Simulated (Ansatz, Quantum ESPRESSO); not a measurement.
# Lattice dynamics of KAl (Pm-3m) in two programs, part 4 of 4

How does KAl (Pm-3m) vibrate, and is this structure a minimum?

Quantum ESPRESSO 7.5; DFT PBE, scalar-relativistic, plane waves, SPMS norm-conserving pseudopotentials.

So far. Step 7 (Dispersion): The path dips to 94i cm⁻¹. Step 9 (Zone-centre analysis): The rule moves no optical mode by more than 0.1 cm⁻¹.

The structure was built from a prototype and need not be the compound's stable phase.

### Step 13. A second program

The same cell goes through another code, with its own cutoff. The potentials differ. Its k mesh is centred on Γ.

This step: DFT PBE, scalar-relativistic, plane waves, PseudoDojo norm-conserving pseudopotentials (Ansatz 0.2.0).

Contents of input.yaml:

```yaml
crystal:
  lattice:
    - [4.118412355, 0.0, 0.0]
    - [0.0, 4.118412355, 0.0]
    - [0.0, 0.0, 4.118412355]
  atoms:
    - { symbol: Al, position: [0.0, 0.0, 0.0] }
    - { symbol: K, position: [0.5, 0.5, 0.5] }
kpoints:
  mp_grid: { grid: [8, 8, 8] }
hamiltonian:
  xc: pbe
  pseudopotentials: { kind: nc, accuracy: standard }
scf:
  occupations: { method: methfessel_paxton, width: 0.27211 }
output:
  eigenvalues: true
phonons:
  method: dfpt
  qmesh: [2, 2, 2]
  temperatures: { t_max: 1000, t_step: 50 }
  qpath:
    path:
      - [[0.0, 0.0, 0.0], [0.0, 0.5, 0.0], [0.5, 0.5, 0.0], [0.0, 0.0, 0.0], [0.5, 0.5, 0.5], [0.0, 0.5, 0.0]]
      - [[0.5, 0.5, 0.5], [0.5, 0.5, 0.0]]
    npoints: 12
```

Command:

```console
$ ansatz run input.yaml --threads 4 --pin off --max-ram 8192MiB --backend cpu --events-out ev --progress --plain --runs-dir out
```

Numbers of over 12 decimals in the logs are rounded to 6 here.

Output:

```text
Engine: ansatz 0.2.0, aarch64-unknown-linux-gnu
Pseudopotentials: kind: nc
Pseudopotential: Al, nc, valence charge 3, recommended cutoff 544.227725 eV (normal), Al.nc.azcp (PseudoDojo's, or run here from an input of PseudoDojo's; its table is named by hamiltonian.pseudopotentials.accuracy)
Pseudopotential: K, nc, valence charge 9, recommended cutoff 1006.821291 eV (normal), K.nc.azcp (PseudoDojo's, or run here from an input of PseudoDojo's; its table is named by hamiltonian.pseudopotentials.accuracy)
Functional definition: PBE
  parameter kappa = 0.804
  parameter beta = 0.066725
  exchange = pbe_x(kappa = kappa, mu = beta*pi^2/3)
  correlation = pbe_c(beta = beta)
Crystal: 2 atoms, lattice volume = 69.854 Å³
Basis set: ecut = 1006.821291 eV, 5041 PW (Γ), exchange–correlation on 90×90×90 points (8 copies of the dense FFT grid, shifted against one another)
Bands: 10, of which v1, the nominal top of the filled ones, is band 6 counted from 1 (5 counted from 0)
Symmetry: 48 space group operations
k-points: 35 of 512
Non-local potential: Al, projectors of the file, l = 0: 2, l = 1: 2, l = 2: 2
Non-local potential: K, projectors of the file, l = 0: 2, l = 1: 2, l = 2: 2
Initial density: superposition of atomic densities (chi_scale 0.1, normalization cell, long waves kept (reshape's long-wave potential 0.00 eV rms))
Initial wavefunctions: pseudopotential atomic-orbital guess
Functional: x = pbe(κ = 0.804, μ = 0.219515), c = pbe(β = 0.066725)
SCF iter   1: F=—  HF=-879.753140 eV  |F-HF|=—  |Δ(HF+E_count)|=         —  Δρ=7.94e-3  dr2=6.39e-2  ethr=3.10e-3  ⟨swp⟩=8.5  Hψ=3361  notcnv=0
preconditioner: auto → none  [metal: Δε(μ)=0.044 eV  Ē_g=5.317 eV  σ=0.272 eV  W_gap=0.14  n_scr=6 (ndim 8)  ℏωp=8.9 eV  f_vac=0.000  D(μ)=2.41/eV (n_scr^D=18)  sad-step TF]
SCF iter   2: F=—  HF=-879.750731 eV  |F-HF|=—  |Δ(HF+E_count)|=   2.41e-3  S|Δr|=    0.00e0  Δρ=5.12e-3  dr2=2.88e-2  ethr=5.33e-4  ⟨swp⟩=1.0  Hψ=631  notcnv=0
SCF iter   3: F=—  HF=-879.748077 eV  |F-HF|=—  |Δ(HF+E_count)|=   2.65e-3  S|Δr|=    0.00e0  Δρ=1.04e-3  dr2=5.44e-4  ethr=2.40e-4  ⟨swp⟩=2.0  Hψ=426  notcnv=0
SCF iter   4: F=—  HF=-879.747918 eV  |F-HF|=—  |Δ(HF+E_count)|=   1.59e-4  S|Δr|=    0.00e0  Δρ=2.41e-4  dr2=2.82e-5  ethr=4.53e-6  ⟨swp⟩=2.0  Hψ=494  notcnv=0
SCF iter   5: F=—  HF=-879.747937 eV  |F-HF|=—  |Δ(HF+E_count)|=   1.90e-5  S|Δr|=    0.00e0  Δρ=6.45e-5  dr2=2.95e-6  ethr=2.35e-7  ⟨swp⟩=3.1  Hψ=620  notcnv=0
SCF iter   6: F=—  HF=-879.747937 eV  |F-HF|=—  |Δ(HF+E_count)|=   1.59e-7  S|Δr|=    0.00e0  Δρ=1.69e-5  dr2=1.21e-7  ethr=2.46e-8  ⟨swp⟩=2.0  Hψ=425  notcnv=0
SCF iter   7: F=—  HF=-879.747919 eV  |F-HF|=—  |Δ(HF+E_count)|=   1.78e-5  S|Δr|=    0.00e0  Δρ=1.77e-6  dr2=1.40e-9  ethr=1.01e-9  ⟨swp⟩=2.7  Hψ=562  notcnv=0
SCF iter   8: F=-879.747919 eV  HF=-879.747919 eV  |F-HF|=5.68e-13  |Δ(HF+E_count)|=  1.70e-10  S|Δr|=    0.00e0  Δρ=4.22e-8  dr2=1.82e-12  ethr=1.00e-12  ⟨swp⟩=8.3  Hψ=2731  notcnv=0
SCF 1 converged in 8 iterations: F = -879.747919 eV  dr2 = 1.82e-12
Initial density: read from a saved state, or passed on in memory by an earlier SCF of this step, an earlier step, the calling program or the single point that the run made first
iter 1 solved again at ethr=2.77e-7 eV; its pass at ethr=3.10e-3 eV (dr2=3.33e-5 eV) is discarded
SCF iter   1: F=—  HF=-879.747939 eV  |F-HF|=—  |Δ(HF+E_count)|=         —  Δρ=6.35e-7  dr2=2.30e-10  ethr=2.77e-7  ⟨swp⟩=3.9  Hψ=4641  notcnv=0
eigensolver tolerance schedule: the retry pair's looser diagonalisation over-reported the residual by 144717.00 of it (diagonalisation noise at an unbounded share of the residual, at the tolerance the schedule requests for it); recorded, not acted on — ethr = c·dr2/N_el stays at c = 1.0e-1
preconditioner: auto → none  [metal: Δε(μ)=0.010 eV  Ē_g=5.382 eV  σ=0.272 eV  W_gap=0.03  n_scr=6 (ndim 8)  ℏωp=8.9 eV  f_vac=0.000  D(μ)=2.37/eV (n_scr^D=18)]
SCF iter   2: F=—  HF=-879.747919 eV  |F-HF|=—  |Δ(HF+E_count)|=   1.99e-5  S|Δr|=    0.00e0  Δρ=4.23e-7  dr2=1.21e-10  ethr=1.92e-12  ⟨swp⟩=5.2  Hψ=1072  notcnv=0
SCF iter   3: F=—  HF=-879.747919 eV  |F-HF|=—  |Δ(HF+E_count)|=  3.65e-11  S|Δr|=    0.00e0  Δρ=2.46e-7  dr2=4.02e-11  ethr=1.01e-12  ⟨swp⟩=1.0  Hψ=353  notcnv=0
SCF iter   4: F=-879.747919 eV  HF=-879.747919 eV  |F-HF|=3.30e-12  |Δ(HF+E_count)|=  1.85e-11  S|Δr|=    0.00e0  Δρ=9.24e-8  dr2=4.46e-12  ethr=1.00e-12  ⟨swp⟩=3.6  Hψ=1413  notcnv=0
SCF 2 converged in 4 iterations: F = -879.747919 eV  dr2 = 4.46e-12
phonons: the bands overlap, so this run is a metal and interpolates without the dipole-dipole term. If the crystal is really an insulator or semiconductor, its LO-TO splitting is missing
NSCF: frozen V_eff on 35 k-points
WARN: eigensolver did not converge in 2 slots of this pass, the one above among them; of largest residual over every band (k=11): 1 band(s) unlocked (lowest unlocked band 9, counted from 0; max residual 5.38e-5 eV among the unlocked bands, 5.38e-5 eV over every band); of lowest unlocked band (k=11): band 9
NSCF: frozen V_eff on 75 k-points
DFPT response loops at q = (0, 0, 0) (fractional): preconditioner auto → Kerker (q_TF=auto, 2.034 Å⁻¹) (partly filled bands, converged f_vac=0.000); β = 1.00, the filter's whole step (`scf.mixing.beta` (0.50) is not read by the response loops under this deck's `scf.mixing.preconditioner`; to damp them name `kerker` or `kerker_dos`, under which they read `scf.mixing.beta`, and type it under 1.00, their step now; both keys bind the ground state too); Broyden in place of MSR1
NSCF: frozen V_eff on 250 k-points
DFPT response loops at q = (0, 0, -0.5) (fractional): mixed as the last ones told, above
NSCF: frozen V_eff on 250 k-points
DFPT response loops at q = (0, -0.5, -0.5) (fractional): mixed as the last ones told, above
NSCF: frozen V_eff on 150 k-points
DFPT response loops at q = (-0.5, -0.5, -0.5) (fractional): mixed as the last ones told, above
SCF converged after 8 iterations
Stability not checked: this state was not tested for a lower state beside it, because cold or Methfessel-Paxton smearing, or corrected tetrahedra, fill the levels in a way that the test cannot read (fill_not_monotonic; see scf.lower_state_search)
Free energy (F): -879.747919 eV
Harris-Foulkes:  -879.747919 eV  (|F-HF|=5.68e-13)
Internal energy: -879.736395 eV  (E = F + TS)
E sigma→0 (E₀):  -879.745038 eV
Entropy (-TS):   -0.011524 eV (-5.762 meV/atom)
Fermi energy:    3.537673 eV
--- Per-component energies (eV) ---
  E_band       = -112.701265
  E_kinetic    = 299.346247
  E_local      = -812.987962  (includes V_loc(G=0)·N_el)
  E_nonlocal   = 125.817832
  E_hartree    = 230.753015
  E_xc         = -200.544781
  E_vxc        = -186.383442  (∫ρ·V_xc dr)
  E_ewald      = -522.120746
  E_smearing   = -0.011524  (= −TS)
  E_closure    = -0.000000  (closes the sum)
  Σ components = -879.747919   (vs F -879.747919, Δ=0.00e0)
--- Band table (eV; the first three rows and the last of 35) ---
  k-point 0: bands = ["-27.0313", "-10.5006", "-10.5006", "-10.5006", "-2.0700", "6.2213", "6.2213", "6.2213", "6.4304", "6.4304"]
  k-point 1: bands = ["-27.0300", "-10.5260", "-10.4982", "-10.4982", "-1.9379", "4.8973", "6.2119", "6.2119", "6.5554", "7.4194"]
  k-point 2: bands = ["-27.0270", "-10.5865", "-10.4925", "-10.4925", "-1.5684", "3.4763", "6.1842", "6.1842", "6.9253", "8.3296"]
  k-point 34: bands = ["-27.0065", "-10.6087", "-10.6087", "-10.6087", "1.0114", "3.2418", "3.2418", "3.2418", "7.6764", "7.6764"]
--- Phonons (Γ-DFPT): 2 representative perturbations + reference (Σ response iterations 5) ---
  ASR residual: 9.739e-5 → 0.000e0 eV/Å²; symmetrization residual: 2.600e-6 eV/Å²
  ASR residual per site (eV/Å²): 2.99e-5 9.74e-5
  Γ frequencies (cm⁻¹): 0.00 0.00 0.00 157.56 157.56 157.56
--- Phonons (arbitrary-q DFPT): 4 irreducible q on the 2×2×2 mesh ---
  q = [0.0000, 0.0000, 0.0000] (star 1, of the zone-centre solve; hermiticity 3.57e-6, symmetrization 1.42e-14): 0.00 0.00 0.00 157.56 157.56 157.56
  q = [0.0000, 0.0000, -0.5000] (star 3, 4 solved perturbations in 400 linear systems a pass and spin channel, the states on 125 of 512 k-point pairs; hermiticity 3.15e-13, symmetrization 1.57e-13, the responses' own estimated error 8.4e-5 eV/Å²): -54.97 101.12 101.12 122.57 129.94 129.94
  q = [0.0000, -0.5000, -0.5000] (star 3, 4 solved perturbations in 400 linear systems a pass and spin channel, the states on 125 of 512 k-point pairs; hermiticity 2.11e-6, symmetrization 3.18e-13, the responses' own estimated error 8.8e-5 eV/Å²): -93.64 -93.64 97.40 135.48 147.26 147.26
  q = [-0.5000, -0.5000, -0.5000] (star 1, 2 solved perturbations on 75 of 512 k-point pairs; hermiticity 2.36e-13, symmetrization 1.85e-12, the responses' own estimated error 8.9e-5 eV/Å²): -66.12 -66.12 -66.12 126.76 126.76 126.76
  sum rule: each row above includes the acoustic sum rule's correction from the zone centre's row sums; it moved no ω² by more than (0.82 cm⁻¹)²
  mesh force constants: q→R imaginary residual 2.49e-17; ASR residual 9.739e-5 → 0.000e0 eV/Å²; symmetrization residual 1.110e-15 eV/Å²
  interpolated dispersion: 74 rows × 6 modes
  density of states and harmonic sums: on the 16×16×16 q-mesh, interpolated from the force constants of a 2×2×2 supercell (no non-analytic term)
  largest difference from the sums on the solved wave vectors: F 1.27e-1 eV, S 1.68e-4 and C_V 4.50e-5 eV/K
  zero-point energy: 0.032539 eV/cell   skipped modes (ω ≤ 0): 237, of them read as no rigid motion or as one in doubt: 234 (1.406e0 modes/cell left out, lowest -93.64 cm⁻¹)   left out of the sums: 2.34e-1 of the cell's modes: C_V's classical limit lies that fraction below 3 k_B per atom; for a crystal, a wire or a layer, F and S can be off by more, and a phonons.interpolated_qmesh denser along its periods is the remedy for the sampling
```

Elapsed: 37 s, on 4 threads of Arm Neoverse V2, shared host; peak memory 1 GiB.

This step gave:

* sum-rule residual before enforcement: 9.74e-5 eV/Å²
* lowest frequency on the path: -93.64 cm⁻¹
* share of modes beyond 3i cm⁻¹ on the dense interpolated mesh: 0.2362
* lowest mode on the q mesh (acoustic ones at the zone centre apart): -93.64 cm⁻¹

### Step 14. Side by side: QE SPMS and Ansatz, PseudoDojo

Worked out from the results:

* root-mean-square difference: 0.07 cm⁻¹
* largest difference: 0.14 cm⁻¹
* root-mean-square difference on the path: 0.1 cm⁻¹
* largest difference on the path: 0.4 cm⁻¹

The 12 of 21 modes that differ most. Frequencies side by side:

| q (reciprocal lattice) | mode | QE SPMS (cm⁻¹) | Ansatz, PseudoDojo (cm⁻¹) |
| --- | --- | --- | --- |
| 0 0 0 | 4 | 157.6 | 157.6 |
| 0 0 0 | 5 | 157.6 | 157.6 |
| 0 0 0 | 6 | 157.6 | 157.6 |
| 0 0 -0.5 | 1 | -54.83 | -54.97 |
| 0 0 -0.5 | 5 | 130 | 129.9 |
| 0 0 -0.5 | 6 | 130 | 129.9 |
| 0 -0.5 -0.5 | 4 | 135.5 | 135.5 |
| 0 -0.5 -0.5 | 5 | 147.3 | 147.3 |
| 0 -0.5 -0.5 | 6 | 147.3 | 147.3 |
| -0.5 -0.5 -0.5 | 1 | -65.99 | -66.12 |
| -0.5 -0.5 -0.5 | 2 | -65.99 | -66.12 |
| -0.5 -0.5 -0.5 | 3 | -65.99 | -66.12 |

The interpolated bands of the two lie on top of each other.

At the solved wavevectors the largest difference (acoustic modes at Γ apart) is 0.09 % of the highest mode.

### Step 15. What came out

```
space group after relaxation                                       : Pm-3m
volume per atom                                                    : 34.9 Å³
highest optical zone-centre mode (no LO-TO term)                   : 157.6 cm⁻¹
q mesh                                                             : 2×2×2
lowest mode on the q mesh (acoustic ones at the zone centre apart) : -93.6 cm⁻¹
imaginary modes on the q mesh                                      : yes
largest difference from Ansatz, PseudoDojo                         : 0.14 cm⁻¹
```

What this shows: KAl (Pm-3m) is unstable: a mode solved on the 2×2×2 mesh is imaginary, 94i cm⁻¹; its spectrum reaches 158 cm⁻¹. At the PBE level the optical modes of KAl (Pm-3m) at the zone centre lie at 158 cm⁻¹. The most unstable solved mode lies at q = (0, -0.5, -0.5), on the zone boundary, so the distortion that it points to doubles the cell. QE SPMS and Ansatz, PseudoDojo agree to 0.14 cm⁻¹ (0.09 % of the highest mode compared) on all solved modes but the acoustic ones at Γ, without the LO-TO term. These are harmonic frequencies at zero temperature: anharmonic shifts and linewidths and thermal expansion are left out. In a metal the frequencies hang on the k mesh and the smearing, most of all near Kohn anomalies. The q mesh stands for a supercell only 8.2 Å across, so branches between the solved wavevectors are rough. The structure is a hypothetical one, built on a prototype.

[Host names and launcher messages were left out of these logs when they were recorded.]

[Logs are printed without paths, hosts, clocks, repeated set-up lines and the standing remarks that a program may print on its own settings, such as how far it seeks lower states.]

[Hosts, paths, dates, database ids (printed as entryN), source tags and the programs' standing remarks are cut or masked in the printed files.]
